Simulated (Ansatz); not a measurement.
# What PtS2 monolayer (2H) distorts into, part 3 of 3

Wanted: the energy along a soft mode of PtS2 monolayer (2H) and the structure at the end.

Ansatz 0.2.0; DFT PBE, scalar-relativistic, plane waves, PAW; PAW set soft_1.

So far. Step 5 (Energy along the mode, all amplitudes (two of the runs …): The lowest of the steps tried is at 0.08 Å, 5.09 meV/atom below the parent; the bottom of the well need not coincide with a step. Step 7 (The new phase in its own primitive cell): The largest force component left is 0.53 meV/Å, within the tolerances set.

## (8) Modes of the new phase, k-mesh 9×9×1

A relaxed structure may still be a saddle point, so its zone-centre modes are computed. No field response is asked, since the mesh shows no gap.

input.yaml

```yaml
crystal:
  lattice:
    - [5.112556328, 2.9517357724, 0.0]
    - [-1.0e-10, 5.9034715445, 0.0]
    - [0.0, 0.0, 30.0]
  atoms:
    - { symbol: Pt, position: [1.0624008528, 0.3333333333, 0.3333333333] }
    - { symbol: Pt, position: [0.3333333333, 0.6042658138, 0.3333333333] }
    - { symbol: Pt, position: [0.6042658138, 0.0624008528, 0.3333333333] }
    - { symbol: S, position: [0.3333333333, 0.9759193369, 0.381817931] }
    - { symbol: S, position: [0.6907473297, 0.3333333333, 0.381817931] }
    - { symbol: S, position: [-0.0240806631, 0.6907473297, 0.381817931] }
    - { symbol: S, position: [0.3333333333, 0.9759193369, 0.2848487356] }
    - { symbol: S, position: [0.6907473297, 0.3333333333, 0.2848487356] }
    - { symbol: S, position: [-0.0240806631, 0.6907473297, 0.2848487356] }
  periodic: [true, true, false]
kpoints:
  mp_grid: { grid: [9, 9, 1] }
hamiltonian:
  xc: pbe
  pseudopotentials: { kind: paw, azcp: { folder: soft_1 } }
scf:
  occupations: { method: methfessel_paxton, width: 0.2 }
output:
  eigenvalues: true
phonons:
  method: dfpt
```

The run is started by

```console
> ansatz run input.yaml --threads 4 --pin off --max-ram 16384MiB --backend cpu --events-out ev --progress --plain --runs-dir out
```

Numbers of over 12 decimals in the logs are rounded to 6 here.

The log of the run:

```text
[...]
Crystal: 9 atoms, lattice volume = 905.455 Å³
Basis set: ecut = 420 eV, 17597 PW (Γ), exchange–correlation on 96×96×432 points (8 copies of the dense FFT grid, shifted against one another)
Bands: 54, of which v1, the nominal top of the filled ones, is band 45 counted from 1 (44 counted from 0)
Symmetry: 12 space group operations
k-points: 41 of 81 (irreducible under 1 space group operation, time reversal used)
[...]
SCF iter   1: F=—  HF=-42989.303220 eV  |F-HF|=—  |Δ(HF+E_count)|=         —  Δρ=4.31e-2  dr2=2.66e1  ethr=3.10e-3  ⟨swp⟩=14.9  Hψ=15729  notcnv=0
[...]
SCF iter  13: F=-42984.951729 eV  HF=-42984.951729 eV  |F-HF|=6.98e-10  |Δ(HF+E_count)|=   3.91e-9  S|Δr|=    0.00e0  Δρ=3.06e-8  dr2=9.62e-12  ethr=1.00e-12  ⟨swp⟩=30.2  Hψ=21612  notcnv=0
SCF 1 converged in 13 iterations: F = -42984.951729 eV  dr2 = 9.62e-12
[...]
DFPT response loops at Γ: preconditioner auto → none (partly filled bands, converged f_vac=0.775); β = 0.50; Broyden in place of MSR1
SCF converged after 13 iterations
[...]
Free energy (F): -42984.951729 eV
[...]
Internal energy: -42984.982457 eV  (E = F + TS)
E sigma→0 (E₀):  -42984.959411 eV
Entropy (-TS):   0.030728 eV (3.414 meV/atom)
Fermi energy:    -5.269029 eV
[...]
--- Band table (eV; the first three rows and the last of 41) ---
  k-point 0: bands = [... 41 lower, -6.5785, -6.5785, -5.7026, -5.4432, -5.4432, -5.1256, -4.7134, -4.7134, ... 5 higher]
  k-point 1: bands = [... 41 lower, -6.7055, -6.6644, -5.6930, -5.5605, -5.3139, -5.0785, -4.7881, -4.7400, ... 5 higher]
  k-point 2: bands = [... 41 lower, -6.9847, -6.8659, -5.8366, -5.6270, -5.0297, -4.9511, -4.9414, -4.8172, ... 5 higher]
  k-point 40: bands = [... 41 lower, -7.1028, -6.8411, -6.0410, -5.3236, -5.1899, -5.0733, -5.0428, -4.5459, ... 5 higher]
  ° read free of the cell's end (the report's vacuum.weakly_bound_levels)
--- Phonons (Γ-DFPT): 5 representative perturbations + reference, on 41 of 81 k-points (Σ response iterations 31) ---
  k mesh reduced under 1 symmetry operation, with k and −k counted as one. Each operation leaves every solved perturbation unchanged. A smaller set is not used because it would not reduce the number of displacements times k-points to solve
  ASR residual: 7.613e-5 → 0.000e0 eV/Å²; symmetrization residual: 1.403e-5 eV/Å²
  ASR residual per site (eV/Å²): 7.05e-5 7.61e-5 7.05e-5 2.75e-5 2.75e-5 2.75e-5 2.75e-5 2.75e-5 2.75e-5
  Γ frequencies (cm⁻¹): -162.63 -162.63 -16.79 0.00 0.00 0.00 46.65 46.65 113.27 115.98 115.98 164.21 164.21 171.67 181.41 181.41 183.19 188.24 222.67 227.87 227.87 264.43 264.43 267.78 312.86 312.86 362.96
  non-analytic LO–TO correction: not included (Born effective charges unavailable; polar crystals: no LO–TO splitting at Γ)
```

Run time: 18 min. Hardware: 4 threads of Arm Neoverse N1, shared host; peak memory 6.3 GiB.

This step gave:

```
sum-rule residual before enforcement                    : 7.61e-5 eV/Å²
highest optical mode at the zone centre (no LO-TO term) : 363.0 cm⁻¹
lowest optical zone-centre mode                         : -162.6 cm⁻¹
```

Patterns of degenerate modes are one choice out of their space. Modes at Γ, with each element's share of the kinetic energy (negative means imaginary):

```
mode  frequency (cm⁻¹)  symmetry  Pt %  S %
   1            -162.6       E''    31   69
   2            -162.6       E''    31   69
   3             -16.8      A2''     6   94
   4               0.0  acoustic    75   25
   5               0.0  acoustic    75   25
   6               0.0  acoustic    75   25
   7              46.6        E'    59   41
   8              46.6        E'    59   41
   9             113.3       A2'    94    6
  10             116.0       E''    50   50
  11             116.0       E''    50   50
  12             164.2        E'    58   42
  13             164.2        E'    58   42
  14             171.7      A1''     0  100
  15             181.4       E''    15   85
  16             181.4       E''    15   85
  17             183.2       A1'    97    3
  18             188.2       A2'     6   94
  19             222.7       A1'     2   98
  20             227.9        E'     4   96
  21             227.9        E'     4   96
  22             264.4       E''     3   97
  23             264.4       E''     3   97
  24             267.8      A2''    19   81
  25             312.9        E'     4   96
  26             312.9        E'     4   96
  27             363.0       A1'     0  100
```

Displacements in mode 1 (-162.6 cm⁻¹), the largest set to 1:
```
Pt1  0.00  0.00 -0.08
Pt2  0.00  0.00 -0.50
Pt3  0.00  0.00  0.58
S4  -0.19  1.00  0.79
S5  -0.30  0.19  0.13
S6  -0.95  0.69 -0.92
S7   0.19 -1.00  0.79
S8   0.30 -0.19  0.13
S9   0.95 -0.69 -0.92
```

Displacements in mode 11 (116.0 cm⁻¹), the largest set to 1:
```
Pt1  0.00  0.00  0.87
Pt2  0.00  0.00 -0.02
Pt3  0.00  0.00 -0.85
S4   0.96 -0.03 -0.01
S5  -0.78 -0.98  0.46
S6  -0.73  1.00 -0.45
S7  -0.96  0.03 -0.01
S8   0.78  0.98  0.46
S9   0.73 -1.00 -0.45
```

Before it was imposed, the acoustic sum rule was missed by 7.6e-5 eV/Å². Small misses are needed for a sound result but don't prove that mesh and cutoff are converged. The lowest optical mode is imaginary, 162.6i cm⁻¹, so the energy falls along it.

## (9) Summary of results

```
unstable mode of the parent                                                      : q = (0.333, 0.333, 0), 105i cm⁻¹
depth at the lowest point sampled                                                : 5.09 meV/atom
largest atomic shift at that point                                               : 0.08 Å
space group reached (within 0.01 Å)                                              : P-62m
energy gained over the parent (first relaxation, on the mesh of the frozen mode) : 57.2 meV/atom
area per atom, phase reached                                                     : 3.35 Å²
lowest optical zone-centre mode, phase reached                                   : -163 cm⁻¹
highest optical mode at the zone centre (no LO-TO term), phase reached           : 363 cm⁻¹
```

Along this mode the structure falls into P-62m, 57.2 meV/atom below the parent. At the parent's cell the well is 5.088 meV/atom deep on the steps tried, with its lowest point at a shift of 0.08 Å. Relaxing atoms and cell changes the gain by +52.12 meV/atom against the lowest step (energies at zero smearing). Most of the total comes from this relaxation. The new phase still has an imaginary mode at the zone centre of its cell, so it is a saddle point on the way to a lower structure. Each path keeps the symmetry of its pattern, so a lower phase may lie along a pattern not tried. With no gap, or one that is small against the smearing, the frequencies hang on the k mesh and the smearing, most of all near Kohn anomalies. In a sheet or slab the interpolated bending branch near Γ is rough, since the rotational sum rule isn't imposed. A semilocal functional can close a gap that the real compound would have, so the metallic treatment may be an artefact of the level. Spin-orbit coupling is left out, which can matter for the heavy elements here. A phonon run warned that its eigensolver left some bands unconverged in a pass. The starting cell was built on a prototype and not taken from a measurement.

[Logs are printed without paths, hosts, clocks, repeated set-up lines and the standing remarks that a program may print on its own settings, such as how far it seeks lower states.]

[Hosts, paths, dates, database ids (printed as entryN), source tags and the programs' standing remarks are cut or masked in the printed files.]
